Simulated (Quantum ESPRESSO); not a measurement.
# Voltage at the next charge: Ta(110), 5 layers against an electrode

**Set-up.** Quantum ESPRESSO 7.5, PBE, GBRV ultrasoft; ESM with bc3, a metal electrode 6.03 Å above the top atoms; cell area 7.747 Å²; ions fixed. V is the potential energy of an electron at the electrode over the slab's Fermi level, divided by e, so that it equals the work function at zero charge; positive charge removes electrons.

| charge (e a cell) | V (V) |
| --- | --- |
| 0 | 4.771 |
| 0.0116 | 5.832 |
| 0.0232 | 6.909 |

One more run was made and is withheld. What is V at a charge of 0.0465 e, and what capacitance do the rows imply?

By hand: The last two rows give dV/dq = (6.909 − 5.832)/(0.0232 − 0.0116) = 92.8 V/e, so C = 1602/(7.747 × 92.8) = 2.23 µF/cm², an effective gap of 8.854/2.23 = 3.97 Å. At constant C, V = 6.909 + 92.8 × 0.0233 = 9.07 V.

**Check.** V = 9.115 V; the estimate misses by −0.04 V, 1.9 % of the step. Over the three intervals C goes 2.26, 2.23 and 2.18 µF/cm²: it falls as electrons leave, the surface charge drawing back towards the atoms.

Caveats: Vacuum fills the gap; a dielectric or electrolyte would change C. The slab is thin.
